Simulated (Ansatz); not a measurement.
**TaAgS3 (model cell, started as cubic perovskite with Ta in the octahedra): following an unstable mode**

Which phase does TaAgS3 (model cell, started as cubic perovskite with Ta in the octahedra) fall into along its unstable mode, and how much energy does it gain?

Program: Ansatz 0.2.0. Level of theory: DFT PBE, scalar-relativistic, plane waves, PAW; PAW set soft_1. Results are calculated unless marked as measured.

Report form: the programs' logs are mostly left out.

The structure was built from a prototype and need not be the compound's stable phase.

## Step 1: Starting point

It takes space group Pm-3m (No. 221, cubic). The conventional cell has a = 4.811 Å, b = 4.811 Å, c = 4.811 Å, α = 90.00°, β = 90.00°, γ = 90.00°. Nearest to Ag lie 12 S at 3.40 Å. Nearest to Ta lie 6 S at 2.41 Å. S has 2 Ta at 2.41 Å nearest. Farther neighbours and most contacts between anions are not listed.

## Step 2: Phonons on a q mesh

The cell comes from relaxations at this level that are not shown. Stability and thermal properties need the whole zone. Linear response on a 2×2×2 q mesh gives force constants as far as a supercell of that size would.

Contents of input.yaml:

```yaml
crystal:
  lattice:
    - [4.8114923399, 0.0, 0.0]
    - [0.0, 4.8114923399, 0.0]
    - [0.0, 0.0, 4.8114923399]
  atoms:
    - { symbol: Ag, position: [0.0, 0.0, 0.0] }
    - { symbol: Ta, position: [0.5, 0.5, 0.5] }
    - { symbol: S, position: [0.5, 0.5, 0.0] }
    - { symbol: S, position: [0.5, 0.0, 0.5] }
    - { symbol: S, position: [0.0, 0.5, 0.5] }
kpoints:
  mp_grid: { grid: [8, 8, 8] }
hamiltonian:
  xc: pbe
  pseudopotentials: { kind: paw, azcp: { folder: soft_1 } }
scf:
  occupations: { method: methfessel_paxton, width: 0.2 }
output:
  eigenvalues: true
phonons:
  method: dfpt
  qmesh: [2, 2, 2]
  temperatures: { t_max: 1000, t_step: 50 }
  qpath:
    path:
      - [[0.0, 0.0, 0.0], [0.0, 0.5, 0.0], [0.5, 0.5, 0.0], [0.0, 0.0, 0.0], [0.5, 0.5, 0.5], [0.0, 0.5, 0.0]]
      - [[0.5, 0.5, 0.5], [0.5, 0.5, 0.0]]
    npoints: 10
```

The run is started by

```bash
> ansatz run input.yaml --threads 4 --pin off --max-ram 16384MiB --backend cpu --events-out ev --progress --plain --runs-dir out
```

The job ended after 4.5 min (4 threads of Arm Neoverse V1, shared host; peak memory 1.3 GiB; 17 min of CPU time).

This step gave:

```
volume per atom                                         : 22.28 Å³
gap on the k-mesh                                       : 0 eV
sum-rule residual before enforcement                    : 3.38e-5 eV/Å²
lowest frequency on the path                            : -181.0 cm⁻¹
point group                                             : m-3m
highest frequency on the path or at a solved wavevector : 501.8 cm⁻¹
highest optical mode at the zone centre (no LO-TO term) : 338.7 cm⁻¹
lowest optical zone-centre mode                         : -127.2 cm⁻¹
lowest mode on the q mesh (acoustic modes at Γ apart)   : -181.0 cm⁻¹
```

Frequencies (cm⁻¹) solved at each irreducible wavevector; negative means imaginary. Frequencies by wavevector, by row:

```tsv
q in reciprocal lattice units	star	mode 1	mode 2	mode 3	mode 4	mode 13	mode 14	mode 15
0 0 0	1	-127.2	-127.2	-127.2	-86.1	338.7	338.7	338.7
0 0 -0.5	3	-97.4	-59.9	-59.9	-55.6	334.3	334.3	440.9
0 -0.5 -0.5	3	-181	-55.7	-55.7	-48.8	192.2	330.9	476.6
-0.5 -0.5 -0.5	1	-173.6	-173.6	-173.6	-138.3	192.4	192.4	501.8
```

Interpolated from a 2×2×2 q mesh. Phonon branches along the path, in cm⁻¹:

```tsv
point	branch 1	branch 2	branch 3	branch 4	branch 12	branch 13	branch 14	branch 15
Γ	-127	-127	-127	-86	0	339	339	339
halfway	-113	-94	-94	-64	124	337	337	389
X	-97	-60	-60	-56	183	334	334	441
halfway	-147	-56	-52	-51	192	270	333	461
M	-181	-56	-56	-49	183	192	331	477
halfway	-135	-60	-58	-55	158	302	335	428
Γ	-127	-127	-127	-86	0	339	339	339
halfway	-135	-111	-111	-52	172	279	279	461
R	-174	-174	-174	-138	192	192	192	502
halfway	-148	-121	-112	-53	196	226	251	484
X	-97	-60	-60	-56	183	334	334	441
jump to R	-174	-174	-174	-138	192	192	192	502
halfway	-177	-127	-127	-53	185	192	204	496
M	-181	-56	-56	-49	183	192	331	477
```

Symmetry leaves 4 wavevectors to solve. The lowest mode among them, the acoustic zeros apart, lies at q = (0, -0.5, -0.5) and is imaginary, 181.0i cm⁻¹, so the energy falls along it.

## Step 3: The mode frozen in, largest atomic shift 0 Å

The mode followed lies at q = (-0.5, -0.5, -0.5) with frequency 173.6i cm⁻¹ and is 3-fold degenerate, one of the unstable modes though not the softest. At small amplitude the distorted cell has space group no. 74 by a symmetry search on the positions. The undistorted cell that holds it gives the zero of energy on the same k mesh.

System of this step: TaAgS3 (model cell, started as cubic perovskite with Ta in the octahedra). It takes space group Pm-3m (No. 221, cubic). Conventional cell: a = 4.811 Å, b = 4.811 Å, c = 4.811 Å, α = 90.00°, β = 90.00°, γ = 90.00°. Nearest to Ag lie 12 S at 3.40 Å. Nearest to Ta lie 6 S at 2.41 Å. Nearest to S lie 2 Ta at 2.41 Å. Farther neighbours and most contacts between anions are not listed.

input.yaml, the sections that differ from step 2:

```yaml
crystal:
  lattice:
    - [4.8114923399, 4.8114923399, 0.0]
    - [4.8114923399, 0.0, 4.8114923399]
    - [4.8114923399, 0.0, -4.8114923399]
  atoms:
    - { symbol: Ag, position: [0.0, 0.5, 0.5] }
    - { symbol: Ag, position: [0.0, 0.0, 0.0] }
    - { symbol: Ta, position: [0.5, 0.25, 0.75] }
    - { symbol: Ta, position: [0.5, 0.75, 0.25] }
    - { symbol: S, position: [0.5, 0.0, 1.0] }
    - { symbol: S, position: [0.5, 0.5, 0.5] }
    - { symbol: S, position: [0.0, 0.0, 0.5] }
    - { symbol: S, position: [0.0, 0.5, 1.0] }
    - { symbol: S, position: [0.5, 0.5, 1.0] }
    - { symbol: S, position: [0.5, 0.0, 0.5] }
output:
  forces: true
  stress: true
  eigenvalues: true
# kpoints, hamiltonian, scf: as in step 2
# phonons: removed
```

Wall time 6.3 s (4 threads); peak memory 0.78 GiB.

Numbers from this step:

- pressure: -0.09026 GPa
- energy from the undistorted cell: 0 meV/atom

The run ends at a pressure of -0.09 GPa.

## Step 4: The mode frozen in, largest atomic shift 0.6 Å

The atoms are moved along the unstable eigenvector, the largest shift by 0.6 Å, with the cell fixed.

input.yaml, the sections that differ from step 3:

```yaml
crystal:
  lattice:
    - [4.8114923399, 4.8114923399, 0.0]
    - [4.8114923399, 0.0, 4.8114923399]
    - [4.8114923399, 0.0, -4.8114923399]
  atoms:
    - { symbol: Ag, position: [0.0, 0.5, 0.5] }
    - { symbol: Ag, position: [0.0, 0.0, 0.0] }
    - { symbol: Ta, position: [0.5, 0.25, 0.75] }
    - { symbol: Ta, position: [0.5, 0.75, 0.25] }
    - { symbol: S, position: [0.4118227696, 0.0881772304, 1.0881772304] }
    - { symbol: S, position: [0.5881772304, 0.4118227696, 0.4118227696] }
    - { symbol: S, position: [0.0, -0.0440886152, 0.5440886152] }
    - { symbol: S, position: [0.0, 0.5440886152, 0.9559113848] }
    - { symbol: S, position: [0.5, 0.5440886152, 0.9559113848] }
    - { symbol: S, position: [0.5, -0.0440886152, 0.5440886152] }
# kpoints, hamiltonian, scf, output: as in step 3
```

Run time: 20 s. Hardware: 4 threads; peak memory 1.2 GiB.

Numbers from this step:

* pressure: -4.382 GPa
* energy from the undistorted cell: -144.7 meV/atom

The energy, extrapolated to zero smearing, is -144.72 meV/atom against the undistorted cell.

The run ends at a pressure of -4.38 GPa, with forces up to 0.70 eV/Å.

## Step 5: Energy along the mode, all amplitudes (two of the runs are shown above)

An imaginary frequency means negative curvature, so the energy should fall and then rise again as anharmonic terms take over.

This step gave:

- depth at the lowest point sampled: 144.7 meV/atom
- largest atomic shift at that point: 0.6 Å

Table of energy from the parent by largest atomic shift:

```tsv
largest atomic shift (Å)	energy from the parent (meV/atom)
0.000	0
0.040	-1.05
0.080	-4.15
0.140	-12.4
0.220	-29.0
0.320	-56.7
0.450	-98.5
0.600	-145
```

Displacement at unit largest shift by atom:

```tsv
atom	x (Å)	y (Å)	z (Å)	size
Ag1	0.000	0.000	0.000	0.000
Ag2	0.000	0.000	0.000	0.000
Ta3	0.000	0.000	0.000	0.000
Ta4	0.000	0.000	0.000	0.000
S5	0.707	-0.707	0.000	1.000
S6	-0.707	0.707	0.000	1.000
S7	0.000	0.000	-0.707	0.707
S8	0.000	0.000	0.707	0.707
S9	0.000	0.000	0.707	0.707
S10	0.000	0.000	-0.707	0.707
```

The lowest of the steps tried is the last one, at 0.6 Å, 145 meV/atom below the parent; the bottom of the well need not coincide with a step.

## Step 6: Relaxing from the distorted cell

Starting from the lowest point found, all atoms and the cell are let go, so that strain and other modes of the same symmetry can join in.

Edit input.yaml of step 4 so:

```diff
@@ -27 +27,6 @@
   eigenvalues: true
+relax:
+  adjacent_minimum: "off"
+  f_tol: 0.002
+  max_steps: 120
+  cell: { stress_tol: 0.03 }
```

The job ended after 3.1 min (4 threads; peak memory 1.2 GiB; 12 min of CPU time).

Step by step:

```tsv
step	energy less that of the first step (eV)	largest force component (eV/Å)	pressure (GPa)	volume (Å³)
1	0.0000	0.4968	-4.38	222.78
2	-0.9066	0.4370	-0.23	205.70
3	-1.2790	0.2046	1.47	197.40
4	-1.3668	0.1364	0.33	199.20
5	-1.3770	0.0609	0.19	199.31
6	-1.3803	0.0063	-0.01	199.71
7	-1.3803	0.0045	-0.01	199.68
8	-1.3803	0.0001	0.00	199.68
9*	-1.3766	0.0004	0.00	199.68
```

Relaxation steps marked * repeat the geometry before them on a plane-wave basis chosen anew for their cell, so energy and pressure can jump there.

The run keeps the 8 symmetry operations that it works with, so distortions that break them were not tested.

```tsv
conventional cell, symmetrised	before	after	change
a (Å)	6.804	7.090	+4.2 %
b (Å)	9.623	9.140	-5.0 %
c (Å)	6.804	6.163	-9.4 %
volume (Å³/atom)	22.28	19.97	-10.4 %
```

The atoms that moved most (Å, as changes of fractional coordinates times the final cell):

```tsv
atom	dx	dy	dz	length
S6	-0.290	0.290	0.000	0.410
S5	0.290	-0.290	0.000	0.410
Ag2	-0.278	0.278	0.000	0.393
Ag1	0.278	-0.278	0.000	0.393
S10	0.000	0.000	-0.253	0.253
S8	0.000	0.000	0.253	0.253
S7	0.000	0.000	-0.253	0.253
S9	0.000	0.000	0.253	0.253
```

Final coordinates:

```cif
data_structure
_symmetry_space_group_name_H-M 'P 1'
_symmetry_Int_Tables_number 1
_cell_length_a 7.0897
_cell_length_b 6.5534
_cell_length_c 6.5534
_cell_angle_alpha 88.432
_cell_angle_beta 57.254
_cell_angle_gamma 57.254
_cell_volume 199.68
loop_
_atom_site_label
_atom_site_type_symbol
_atom_site_fract_x
_atom_site_fract_y
_atom_site_fract_z
_atom_site_occupancy
Ag1 Ag 0.93630 0.56370 0.56370 1
Ag2 Ag 0.06370 0.93630 0.93630 1
Ta3 Ta 0.50000 0.25000 0.75000 1
Ta4 Ta 0.50000 0.75000 0.25000 1
S5 S 0.34527 0.15473 0.15473 1
S6 S 0.65473 0.34527 0.34527 1
S7 S 0.00000 0.92828 0.57172 1
S8 S 0.00000 0.57172 0.92828 1
S9 S 0.50000 0.57172 0.92828 1
S10 S 0.50000 0.92828 0.57172 1
```

Numbers from this step:

- pressure: -0.003831 GPa
- volume per atom: 19.97 Å³

The distorted start has space group Imma; the relaxation ends in Imma.

## Step 7: The new phase in its own primitive cell

The relaxed structure is symmetrised, reduced to its primitive cell and relaxed tightly, as its phonons need.

input.yaml, the sections that differ from step 6:

```yaml
crystal:
  lattice:
    - [-3.5448445415, 4.5701131508, 3.081379846]
    - [3.5448445415, -4.5701131508, 3.081379846]
    - [3.5448445415, 4.5701131508, -3.081379846]
  atoms:
    - { symbol: Ag, position: [0.3136960533, 0.0636960533, 0.25] }
    - { symbol: Ag, position: [0.6863039467, 0.9363039467, 0.75] }
    - { symbol: Ta, position: [0.5, 0.5, 0.0] }
    - { symbol: Ta, position: [0.0, 0.5, 0.5] }
    - { symbol: S, position: [0.9047325385, 0.6547325385, 0.25] }
    - { symbol: S, position: [0.0952674615, 0.3452674615, 0.75] }
    - { symbol: S, position: [0.3217199194, 0.0, 0.8217199194] }
    - { symbol: S, position: [0.6782800806, 0.0, 0.1782800806] }
    - { symbol: S, position: [0.6782800806, 0.5, 0.6782800806] }
    - { symbol: S, position: [0.3217199194, 0.5, 0.3217199194] }
relax:
  adjacent_minimum: "off"
  f_tol: 0.001
  max_steps: 60
  cell: { stress_tol: 0.01 }
# kpoints, hamiltonian, scf, output: as in step 6
```

Elapsed: 58 s, on 4 threads; peak memory 1.1 GiB.

Little changed from the start: no atom moved by 0.005 Å and no cell edge by 0.1 %.

This step gave:

| Item | Value |
| --- | --- |
| pressure | 2.52e-4 GPa |

The largest force component left is 0.76 meV/Å and the pressure is 0.000 GPa, within the tolerances set. The cell now holds 19.97 Å³/atom.

## Step 8: Modes of the new phase

A relaxed structure may still be a saddle point, so its zone-centre modes are computed. No field response is asked, since the mesh shows no gap.

Contents of input.yaml:

```yaml
crystal:
  lattice:
    - [-3.5453320976, 4.5700126339, 3.0808702654]
    - [3.5453320976, -4.5700126339, 3.0808702654]
    - [3.5453320976, 4.5700126339, -3.0808702654]
  atoms:
    - { symbol: Ag, position: [0.3137598127, 0.0637598127, 0.25] }
    - { symbol: Ag, position: [0.6862401873, 0.9362401873, 0.75] }
    - { symbol: Ta, position: [0.5, 0.5, 0.0] }
    - { symbol: Ta, position: [0.0, 0.5, 0.5] }
    - { symbol: S, position: [0.9047366581, 0.6547366581, 0.25] }
    - { symbol: S, position: [0.0952633419, 0.3452633419, 0.75] }
    - { symbol: S, position: [0.3217102686, 0.0, 0.8217102686] }
    - { symbol: S, position: [0.6782897314, 0.0, 0.1782897314] }
    - { symbol: S, position: [0.6782897314, 0.5, 0.6782897314] }
    - { symbol: S, position: [0.3217102686, 0.5, 0.3217102686] }
kpoints:
  mp_grid: { grid: [8, 8, 8] }
hamiltonian:
  xc: pbe
  pseudopotentials: { kind: paw, azcp: { folder: soft_1 } }
scf:
  occupations: { method: methfessel_paxton, width: 0.2 }
output:
  eigenvalues: true
phonons:
  method: dfpt
```

It took 27 min on 4 threads; peak memory 8 GiB; 1.7 h of CPU time.

Numbers from this step:

```yaml
sum_rule_residual_before_enforcement: 6.59e-5 eV/Å²
point_group: mmm
highest_optical_mode_at_the_zone_centre_no_lo_to_term: 439.8 cm⁻¹
lowest_optical_zone_centre_mode: -42.3 cm⁻¹
```

Patterns of degenerate modes are one choice out of their space. Modes at Γ, with each element's share of the kinetic energy (negative means imaginary):

```tsv
mode	frequency (cm⁻¹)	symmetry	Ag %	Ta %	S %
1	-42.3	B3u	11	46	42
2	-26.8	B1u	28	58	14
3	0.0	acoustic	28	47	25
4	0.0	acoustic	28	47	25
5	0.0	acoustic	28	47	25
6	30.3	B2u	27	60	12
7	43.0	B3g	97	0	3
8	56.0	B1g	0	0	100
9	76.1	B2g	98	0	2
10	76.3	Ag	95	0	5
11	85.2	B3u	58	2	41
12	90.8	B2u	44	8	48
13	120.0	B2g	1	0	99
14	120.3	B1u	40	23	37
15	138.3	Au	0	21	79
16	145.4	B3u	3	5	93
17	149.4	B2u	0	84	16
18	154.5	B1u	0	60	40
19	159.1	Au	0	79	21
20	219.0	B1u	2	10	88
21	222.7	B3g	3	0	97
22	226.1	B2g	2	0	98
23	235.3	Ag	0	0	100
24	251.3	B2u	0	0	99
25	258.9	Ag	5	0	95
26	272.6	B3u	0	1	99
27	273.8	B1g	0	0	100
28	299.5	B3g	0	0	100
29	315.0	B1u	2	3	96
30	439.8	B3g	0	0	100
```

Displacements in mode 1 (-42.3 cm⁻¹), the largest set to 1:
```
Ag1 -0.43  0.00  0.00
Ag2 -0.43  0.00  0.00
Ta3  0.67  0.00  0.00
Ta4  0.67  0.00  0.00
S5  -0.32  0.00  0.00
S6  -0.32  0.00  0.00
S7  -1.00  0.00  0.32
S8  -1.00  0.00  0.32
S9  -1.00  0.00 -0.32
S10 -1.00  0.00 -0.32
```

Displacements in mode 12 (90.8 cm⁻¹), the largest set to 1:
```
Ag1  0.00  0.88  0.00
Ag2  0.00  0.88  0.00
Ta3  0.00 -0.01  0.29
Ta4  0.00 -0.01 -0.29
S5   0.00 -1.00  0.00
S6   0.00 -1.00  0.00
S7   0.00 -0.96  0.00
S8   0.00 -0.96  0.00
S9   0.00 -0.96  0.00
S10  0.00 -0.96  0.00
```

Before it was imposed, the acoustic sum rule was missed by 6.6e-5 eV/Å². Small misses are needed for a sound result but don't prove that mesh and cutoff are converged. The lowest optical mode is imaginary, 42.3i cm⁻¹, so the energy falls along it.

## Step 9: The phases reached

The phases reached along the modes that were followed are set side by side.

Energies are those of the first relaxation, on the mesh of the frozen mode; space group, volume and gap are those of the last relaxation. Phases, by row:

```tsv
mode frozen in	space group	energy from parent (meV/atom)	volume (Å³/atom)	gap on mesh (eV)	lowest zone-centre optical mode (cm⁻¹)	largest shift (Å)
parent	Pm-3m	0	22.28	0	–	–
q = (0, -0.5, -0.5), 181i cm⁻¹	P4/mbm	-203.5	20.45	0	-65	0.824
q = (-0.5, -0.5, -0.5), 174i cm⁻¹	I4/mcm	-184.8	20.53	0	-115.3	0.806
q = (-0.5, -0.5, -0.5), 174i cm⁻¹	R-3c	-280.4	20.34	0	-110.8	0.743
q = (-0.5, -0.5, -0.5), 174i cm⁻¹	Imma	-282.4	19.97	0	-42.3	0.954
```

## Step 10: Results

```json
{"unstable mode of the parent": "q = (-0.5, -0.5, -0.5), 174i cm⁻¹", "depth at the lowest point sampled": "145 meV/atom", "largest atomic shift at that point": "0.6 Å", "space group reached (within 0.01 Å)": "Imma", "energy gained over the parent (first relaxation, on the mesh of the frozen mode)": "282 meV/atom", "volume per atom, phase reached": "20.0 Å³", "lowest optical zone-centre mode, phase reached": "-42.3 cm⁻¹", "highest optical mode at the zone centre (no LO-TO term), phase reached": "440 cm⁻¹"}
```

What this shows: Along this mode the structure falls into Imma, 282 meV/atom below the parent. At the parent's cell the well is 144.7 meV/atom deep on the steps tried, with its lowest point at a shift of 0.6 Å. That is the last step tried, so the steps alone don't bracket the bottom of the well. Relaxing atoms and cell changes the gain by +137.67 meV/atom against the lowest step (energies at zero smearing). The new phase still has an imaginary mode at the zone centre of its cell, so it is a saddle point on the way to a lower structure. Of the 4 patterns followed to their end from this parent, this one reaches the lowest energy. Each path keeps the symmetry of its pattern, so a lower phase may lie along a pattern not tried. With no gap, or one that is small against the smearing, the frequencies hang on the k mesh and the smearing, most of all near Kohn anomalies. Spin-orbit coupling is left out, which can matter for the heavy elements here. A phonon run warned that its eigensolver left some bands unconverged in a pass. The starting cell was built on a prototype and not taken from a measurement, so the phase need not exist.

[Logs are printed without paths, hosts, clocks, repeated set-up lines and the standing remarks that a program may print on its own settings, such as how far it seeks lower states.]

[Hosts, paths, dates, database ids (printed as entryN), source tags and the programs' standing remarks are cut or masked in the printed files.]
